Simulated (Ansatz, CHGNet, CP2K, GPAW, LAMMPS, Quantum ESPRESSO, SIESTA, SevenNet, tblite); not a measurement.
**CP2K on glassy 76SiO2-24K2O (mol %) (114 atoms): settings against a plane-wave reference**

Aim: run glassy 76SiO2-24K2O (mol %) (114 atoms) in CP2K and see how near its forces come to a plane-wave reference, and at what cost.

Main program and level: CP2K 2026.2; the method is named at each step.

**1. Starting point**

The cell holds 114 atoms: 29 Si, 18 K and 67 O. Its edges and angles: a = 12.299 Å, b = 12.299 Å, c = 12.299 Å, α = 90.0°, β = 90.0°, γ = 90.0°. 114 atoms (29 Si, 18 K, 67 O) placed at random at 2.38 g/cm³, melted at 4000 K for 10 ps at fixed volume with the Morse and Coulomb pair potential with partial charges (Pedone, Malavasi, Menziani, Cormack and Segre, J. Phys. Chem. B 110, 11780 (2006)). Quenched from 4000 K to 300 K at 25 K/ps and fixed volume, held 10 ps at zero pressure, then minimised at fixed cell.

The yardstick, on the same geometry:

* method: Kohn-Sham DFT, PBE, PAW, plane waves (Ansatz 0.2.0); cutoff 420 eV, Γ point, fermi-dirac smearing of 0.05 eV; PAW set soft_2
* r.m.s. force component: 0.9849 eV/Å
* longest force: 3.829 eV/Å
* pressure: 4.588 GPa
* gap (highest filled to lowest empty level): 2.135 eV
* SCF cycles: 9
* time: 38 s on 4 threads of Arm Neoverse V1, shared host
* CPU time: 2.4 min

**2. PBE, DZVP-MOLOPT-SR, 600/50 Ry, OT DIIS**

Method: Kohn-Sham DFT, PBE, GTH-PBE pseudopotentials, Gaussian and plane waves, DZVP-MOLOPT-SR-GTH, orbital transformation.

input.inp

```
&GLOBAL
  PROJECT cell
  RUN_TYPE ENERGY_FORCE
  PRINT_LEVEL LOW
&END GLOBAL
&FORCE_EVAL
  METHOD QS
  STRESS_TENSOR ANALYTICAL
  &DFT
    BASIS_SET_FILE_NAME BASIS_MOLOPT
    POTENTIAL_FILE_NAME GTH_POTENTIALS
    &MGRID
      CUTOFF 600
      REL_CUTOFF 50
      NGRIDS 5
    &END MGRID
    &QS
      EPS_DEFAULT 1.0E-12
    &END QS
    &SCF
      SCF_GUESS ATOMIC
      EPS_SCF 1.0E-06
      MAX_SCF 30
      &OT
        MINIMIZER DIIS
        PRECONDITIONER FULL_ALL
        ENERGY_GAP 0.001
      &END OT
      &OUTER_SCF
        EPS_SCF 1.0E-06
        MAX_SCF 8
      &END OUTER_SCF
      &PRINT
        &RESTART OFF
        &END RESTART
      &END PRINT
    &END SCF
    &XC
      &XC_FUNCTIONAL PBE
      &END XC_FUNCTIONAL
    &END XC
    &PRINT
      &MULLIKEN ON
      &END MULLIKEN
      &HIRSHFELD ON
        SHAPE_FUNCTION DENSITY
      &END HIRSHFELD
      &MO_CUBES
        NHOMO 1
        NLUMO 4
        WRITE_CUBE F
      &END MO_CUBES
    &END PRINT
  &END DFT
  &SUBSYS
    &CELL
      A 12.29903 0.00000 0.00000
      B 0.00000 12.29903 0.00000
      C 0.00000 0.00000 12.29903
    &END CELL
    &COORD
      SCALED
      Si 0.58402 0.63290 0.39146
      Si 0.11988 0.97684 0.33943
      Si 0.01006 0.78031 0.45872
      Si 0.36591 0.09351 0.61464
      Si 0.37912 0.46184 0.85818
      Si 0.16153 0.33148 0.86432
      Si 0.29324 0.14863 0.98352
      Si 0.50178 0.51206 0.19957
      Si 0.37832 0.69907 0.51213
      Si 0.99107 0.26535 0.68137
      Si 0.15704 0.16511 0.51194
      Si 0.11656 0.98429 0.08238
      Si 0.53787 0.14331 0.92262
      Si 0.74009 0.02777 0.42176
      Si 0.96990 0.50256 0.62246
      Si 0.41612 0.71433 0.90317
      Si 0.08145 0.37604 0.10278
      Si 0.48634 0.06862 0.38093
      Si 0.50068 0.28632 0.71075
      Si 0.44736 0.31965 0.06541
      Si 0.35437 0.86128 0.31699
      Si 0.63709 0.63760 0.01360
      Si 0.90095 0.47542 0.24439
      Si 0.44973 0.86901 0.69533
      Si 0.25833 0.76987 0.10202
      Si 0.24339 0.54605 0.21009
      Si 0.79856 0.66688 0.51439
      Si 0.70658 0.86876 0.63191
      Si 0.09491 0.54532 0.40891
      K 0.60005 0.88971 0.16630
      K 0.95846 0.00383 0.62373
      K 0.75227 0.34260 0.48288
      K 0.96517 0.24546 0.36784
      K 0.25780 0.41621 0.61018
      K 0.65422 0.24563 0.23403
      K 0.90246 0.11299 0.17496
      K 0.72242 0.14176 0.67101
      K 0.63049 0.53654 0.70385
      K 0.67814 0.86317 0.89736
      K 0.84522 0.05400 0.89287
      K 0.77753 0.78123 0.25670
      K 0.24962 0.20804 0.25986
      K 0.92590 0.75823 0.76832
      K 0.17066 0.68161 0.70858
      K 0.42348 0.35045 0.41657
      K 0.88101 0.47620 0.91542
      K 0.93745 0.73564 0.10199
      O 0.58394 0.31710 0.62266
      O 0.20636 0.66099 0.15614
      O 0.61560 0.07303 0.40045
      O 0.09339 0.36275 0.97111
      O 0.39632 0.79779 0.59987
      O 0.99994 0.48269 0.33905
      O 0.53896 0.24050 0.01592
      O 0.82496 0.37721 0.27198
      O 0.16547 0.85850 0.07880
[... 54 atom lines left out ...]
      O 0.97457 0.44808 0.13182
      O 0.20193 0.53006 0.33350
      O 0.87014 0.57152 0.56819
      O 0.07252 0.26570 0.16234
    &END COORD
    &KIND Si
      BASIS_SET DZVP-MOLOPT-SR-GTH-q4
      POTENTIAL GTH-PBE-q4
    &END KIND
    &KIND K
      BASIS_SET DZVP-MOLOPT-SR-GTH-q9
      POTENTIAL GTH-PBE-q9
    &END KIND
    &KIND O
      BASIS_SET DZVP-MOLOPT-SR-GTH-q6
      POTENTIAL GTH-PBE-q6
    &END KIND
  &END SUBSYS
  &PRINT
    &FORCES ON
    &END FORCES
    &STRESS_TENSOR ON
    &END STRESS_TENSOR
  &END PRINT
&END FORCE_EVAL
```

Command:

```sh
OMP_NUM_THREADS=1 mpirun -np 4 cp2k.psmp -i input.inp > output.txt
```

Log:

```text
CP2K| version string:                                       CP2K version 2026.2
 CP2K| Input file name                                                 input.inp
 GLOBAL| Basis set file name                                        BASIS_MOLOPT
 GLOBAL| Potential file name                                      GTH_POTENTIALS
 GLOBAL| Run type                                                   ENERGY_FORCE
 GLOBAL| Total number of message passing processes                             4
 GLOBAL| Number of threads for this process                                    1
 TOTAL NUMBERS AND MAXIMUM NUMBERS
  Total number of            - Atomic kinds:                                   3
                             - Atoms:                                        114
                             - Shell sets:                                   114
                             - Shells:                                       588
                             - Primitive Cartesian functions:                559
                             - Cartesian basis functions:                   1614
                             - Spherical basis functions:                   1500
  Maximum angular momentum of- Orbital basis functions:                        2
                             - Local part of the GTH pseudopotential:          2
                             - Non-local part of the GTH pseudopotential:      3
 SCF PARAMETERS         Density guess:                                    ATOMIC
                        max_scf:                                              30
                        eps_scf:                                        1.00E-06
                        Outer loop SCF in use
                        eps_scf                                         1.00E-06
                        max_scf                                                8
 Extrapolation method: initial_guess
 Number of electrons:                                                        680
[... lines left out ...]
  Step     Update method      Time    Convergence         Total energy    Change
[... lines left out ...]
  Total energy:                                             -1702.433309
[... lines left out ...]
                                         using   7 DIIS vectors
                                         safer DIIS on
  Preconditioner : FULL_ALL            : diagonalization, state selective
  Precond_solver : DEFAULT
  stepsize       :    0.15000000                  energy_gap     :    0.00100000
  eps_taylor     :   0.10000E-15                  max_taylor     :             4
  ----------------------------------- OT ---------------------------------------
  Step     Update method      Time    Convergence         Total energy    Change
[...]
4 OT DIIS     0.15E+00    6.0     0.00000155     -1702.4343898117 -1.01E-05
     5 OT DIIS     0.15E+00    6.0     0.00000069     -1702.4343898537 -4.21E-08
  *** SCF run converged in     5 steps ***
  Electronic density on regular grids:       -680.0000000000        0.0000000000
  Core density on regular grids:              679.9999999996       -0.0000000004
  Total charge density on r-space grids:       -0.0000000004
  Total charge density g-space grids:          -0.0000000004
  Overlap energy of the core charge distribution:               1.92918e-06
  Self energy of the core charge distribution:              -4107.973171
  Core Hamiltonian energy:                                   1120.580751
  Hartree energy:                                            1641.441837
  Exchange-correlation energy:                               -356.483808
  Total energy:                                             -1702.434390
  outer SCF iter =    2 RMS gradient =   0.69E-06 energy =      -1702.4343898537
  outer SCF loop converged in   2 iterations or   35 steps
 !-----------------------------------------------------------------------------!
                     Mulliken Population Analysis
 #  Atom  Element  Kind  Atomic population                           Net charge
       1     Si       1          3.287520                              0.712480
       2     Si       1          3.224590                              0.775410
       3     Si       1          3.262436                              0.737564
[...]
113     O        3          6.484984                             -0.484984
     114     O        3          6.641022                             -0.641022
 # Total charge                            680.000000                 -0.000000
 !-----------------------------------------------------------------------------!
 !-----------------------------------------------------------------------------!
                           Hirshfeld Charges
  #Atom  Element  Kind  Ref Charge     Population                    Net charge
      1       Si     1       4.000          3.529                         0.471
      2       Si     1       4.000          3.448                         0.552
      3       Si     1       4.000          3.513                         0.487
[...]
113       O      3       6.000          6.256                        -0.256
    114       O      3       6.000          6.462                        -0.462
  Total Charge                                                           -0.000
 !-----------------------------------------------------------------------------!
  Eigenvalues of the occupied subspace spin            1
      -1.02347487     -1.01710871     -1.01616137     -1.00767952
      -1.00467402     -1.00086353     -0.99918021     -0.99670772
      -0.99397257     -0.99376247     -0.98687212     -0.98362068
[...]
0.09877854      0.10437476      0.11495038      0.12182489
 Fermi Energy [eV] :    3.315024
  Using OT eigensolver for additional unoccupied orbitals spin            1
  Lowest Eigenvalues of the unoccupied subspace spin            1
 OT| Eigensolver reached convergence in 247 iterations
       0.19619457      0.22668060      0.23966528      0.25399348
 HOMO - LUMO gap [eV] :    2.023702
 ENERGY| Total FORCE_EVAL ( QS ) energy [hartree]          -1702.434390
 FORCES| Atomic forces [hartree/bohr]
 FORCES|   Atom     x               y               z               |f|
 FORCES|      1 -2.95595674E-02  5.19431572E-02 -9.56249000E-03   6.05252081E-02
 FORCES|      2  3.98786107E-02 -3.32722643E-02  1.04294775E-02   5.29728342E-02
 FORCES|      3  7.02891824E-03 -2.47536156E-02  3.26738211E-02   4.15899720E-02
[...]
FORCES|    113 -2.28236302E-02 -1.74203582E-02  1.66397341E-03   2.87603161E-02
 FORCES|    114 -1.80084827E-03 -4.05233018E-02  1.43968914E-02   4.30424387E-02
 FORCES| Sum    -9.73186862E-03 -3.25290276E-03 -9.53026471E-03
 FORCES| Total atomic force                                       1.40041633E-02
 STRESS| Analytical stress tensor [bar]
 STRESS|                        x                   y                   z
 STRESS|      x        4.93891407505E+04  -9.01972046011E+03   6.49430836623E+03
 STRESS|      y       -9.01972046011E+03   4.30526913009E+04   1.87128750330E+03
 STRESS|      z        6.49430836623E+03   1.87128750330E+03   4.72228105646E+04
 STRESS| 1/3 Trace                                             4.65548808720E+04
```

It took 3.9 min on 4 MPI ranks of Arm Neoverse V1, shared host; peak memory 4.5 GiB; 15 min of CPU time.

Banners and routine set-up lines are dropped from the logs; longer cuts are marked.

Numbers from this run, and their distance from the reference:

| Item | Value |
| --- | --- |
| r.m.s. force component | 0.9905 eV/Å |
| r.m.s. difference of force components | 106.7 meV/Å |
| longest difference of force vectors | 566.5 meV/Å |
| force difference over r.m.s. force | 10.83 % |
| slope of forces against the reference's | 0.9999 |
| correlation of force components | 0.9942 |
| gap (highest filled to lowest empty level) | 2.024 eV |
| gap difference | -0.1118 eV |
| pressure | 4.655 GPa |
| pressure difference | 0.0675 GPa |

Length of the force difference by element (eV/Å):

| element | atoms | mean | most |
| --- | --- | --- | --- |
| K | 18 | 0.055 | 0.11 |
| O | 67 | 0.14 | 0.28 |
| Si | 29 | 0.25 | 0.57 |

Local excerpt of 9 atoms (numbers count through the whole input) about O113, picked at random; x, y, z are measured from there.

| atom | x | y | z | distance (Å) | bonds | Hirshfeld charge (e) | Fx | Fy | Fz (eV/Å) |
| --- | --- | --- | --- | --- | --- | --- | --- | --- | --- |
| O113 | 0.00 | 0.00 | 0.00 | 0.00 | 2 | -0.26 | -1.17 | -0.90 | 0.09 |
| Si27 | -0.88 | 1.17 | -0.66 | 1.61 | 4 | 0.54 | 0.94 | 1.28 | 0.37 |
| Si15 | 1.23 | -0.85 | 0.67 | 1.63 | 4 | 0.48 | 0.54 | 0.83 | -0.53 |
| O66 | 0.13 | 2.15 | -1.42 | 2.58 | 3 | -0.27 | -0.78 | 0.72 | -1.66 |
| O103 | 1.56 | -0.23 | 2.05 | 2.59 | 4 | -0.46 | 0.40 | 0.83 | 1.72 |
| O81 | 2.45 | -0.81 | -0.43 | 2.62 | 3 | -0.27 | 1.39 | -0.69 | 0.36 |
| O75 | -2.07 | 0.57 | -1.50 | 2.62 | 3 | -0.25 | 0.53 | -1.94 | 0.13 |
| O60 | 0.80 | -2.41 | 0.80 | 2.66 | 3 | -0.27 | -1.25 | -0.58 | -0.78 |
| O76 | -1.58 | 2.10 | 0.50 | 2.68 | 4 | -0.28 | -0.19 | -1.16 | 0.96 |

Forces lie 11 % from the reference's, at 6.4 times its CPU time.

The forces add up to 0.72 eV/Å instead of zero, usually a sign of too coarse a grid.

**3. PBE, SZV-MOLOPT-SR, 600/50 Ry, OT DIIS**

Method: Kohn-Sham DFT, PBE, GTH-PBE pseudopotentials, Gaussian and plane waves, SZV-MOLOPT-SR-GTH, orbital transformation.

input.inp, as its differences from that of step 2:

```diff
@@ -60,8 +60,8 @@
     &END CELL
-    &COORD
-      SCALED
-[... 114 atom lines left out: the same atoms as in the first run ...]
-    &END COORD
+    &TOPOLOGY
+      COORD_FILE_NAME structure.xyz
+      COORD_FILE_FORMAT XYZ
+    &END TOPOLOGY
     &KIND Si
-      BASIS_SET DZVP-MOLOPT-SR-GTH-q4
+      BASIS_SET SZV-MOLOPT-SR-GTH-q4
       POTENTIAL GTH-PBE-q4
@@ -69,3 +69,3 @@
     &KIND K
-      BASIS_SET DZVP-MOLOPT-SR-GTH-q9
+      BASIS_SET SZV-MOLOPT-SR-GTH-q9
       POTENTIAL GTH-PBE-q9
@@ -73,3 +73,3 @@
     &KIND O
-      BASIS_SET DZVP-MOLOPT-SR-GTH-q6
+      BASIS_SET SZV-MOLOPT-SR-GTH-q6
       POTENTIAL GTH-PBE-q6
```

structure.xyz

```xyz
114

Si 7.18288 7.78406 4.81458
Si 1.47441 12.01418 4.17466
Si 0.12373 9.59706 5.64181
Si 4.50034 1.15008 7.55948
Si 4.66281 5.68018 10.55478
Si 1.98666 4.07688 10.63030
Si 3.60657 1.82800 12.09634
Si 6.17141 6.29784 2.45452
Si 4.65297 8.59788 6.29870
Si 12.18920 3.26355 8.38019
Si 1.93144 2.03069 6.29637
Si 1.43357 12.10581 1.01319
Si 6.61528 1.76257 11.34733
Si 9.10239 0.34154 5.18724
Si 11.92883 6.18100 7.65565
Si 5.11787 8.78557 11.10811
Si 1.00176 4.62493 1.26409
Si 5.98151 0.84396 4.68507
Si 6.15788 3.52146 8.74154
Si 5.50209 3.93138 0.80448
[... 90 atom lines left out ...]
O 11.98627 5.51095 1.62126
O 2.48354 6.51922 4.10173
O 10.70188 7.02914 6.98819
O 0.89193 3.26785 1.99662
```

Command:

```sh
OMP_NUM_THREADS=2 cp2k.psmp -i input.inp > output.txt
```

Log:

```text
CP2K| version string:                                       CP2K version 2026.2
 CP2K| Input file name                                                 input.inp
 GLOBAL| Basis set file name                                        BASIS_MOLOPT
 GLOBAL| Potential file name                                      GTH_POTENTIALS
[... lines left out ...]
  Total energy:                                             -1693.942949
[... lines left out ...]
  Step     Update method      Time    Convergence         Total energy    Change
[... lines left out ...]
  *** SCF run converged in     6 steps ***
[... lines left out ...]
  Total energy:                                             -1693.943780
[... lines left out ...]
  outer SCF loop converged in   2 iterations or   36 steps
[... lines left out ...]
 Fermi Energy [eV] :    5.704405
[... lines left out ...]
 OT| Eigensolver reached convergence in 85 iterations
[... lines left out ...]
 ENERGY| Total FORCE_EVAL ( QS ) energy [hartree]          -1693.943780
[... lines left out ...]
 FORCES|      1 -1.91484354E-02  3.18052390E-02  7.79179340E-04   3.71327743E-02
 FORCES|      2  2.91275968E-02 -2.27386149E-02  1.29635951E-02   3.91601367E-02
 FORCES|      3  7.52968211E-03 -1.42674888E-02  3.40028336E-03   1.64869426E-02
[...]
FORCES|    113 -2.84957572E-02 -2.54134143E-02  1.71461129E-03   3.82202786E-02
 FORCES|    114 -8.83071990E-03 -1.06089023E-01  5.31292648E-02   1.18977229E-01
 FORCES| Sum    -1.08366049E-02 -5.30277598E-03 -1.10043808E-02
 FORCES| Total atomic force                                       1.63293550E-02
 STRESS| Analytical stress tensor [bar]
 STRESS|                        x                   y                   z
 STRESS|      x        2.14288533814E+05  -2.32001753257E+03   1.30374418056E+03
 STRESS|      y       -2.32001753257E+03   2.14833131344E+05  -4.72948588542E+02
 STRESS|      z        1.30374418056E+03  -4.72948588542E+02   2.12924942004E+05
 STRESS| 1/3 Trace                                             2.14015535721E+05
```

Run time: 5.1 min. Hardware: 2 threads; peak memory 2.6 GiB.

Compared with the plane-wave run:

```
r.m.s. force component                           : 1.805 eV/Å
r.m.s. difference of force components            : 1006 meV/Å
longest difference of force vectors              : 4136 meV/Å
force difference over r.m.s. force               : 102.2 %
slope of forces against the reference's          : 1.657
correlation of force components                  : 0.9043
gap (highest filled to lowest empty level) : 0.7367 eV
gap difference                                   : -1.399 eV
pressure                                         : 21.4 GPa
pressure difference                              : 16.81 GPa
```

This is a coarse setting, run to see what it loses.

Against the first run (11 %), the force difference from the reference is 102 %, at 0.61 times the CPU time (on 2 against 4 cores), with 474 basis functions against 1500: the smaller basis costs accuracy.

The forces add up to 0.84 eV/Å instead of zero, usually a sign of too coarse a grid.

[end of part 1 of 2]

[Long decimals in the printed logs are rounded to 6 places.]

[Also dropped from logs without a mark: lines with file paths, logging warnings of Python, QE's lines on negative density and diagonalisation, SIESTA's first energy breakdown, zero terms and Voronoi charges.]

[Logs are printed without paths, hosts, clocks, repeated set-up lines and the standing remarks that a program may print on its own settings, such as how far it seeks lower states.]

[Hosts, paths, dates, database ids (printed as entryN), source tags and the programs' standing remarks are cut or masked in the printed files.]

[Most failed runs of this program on this cell are left out, timed-out ones always.]
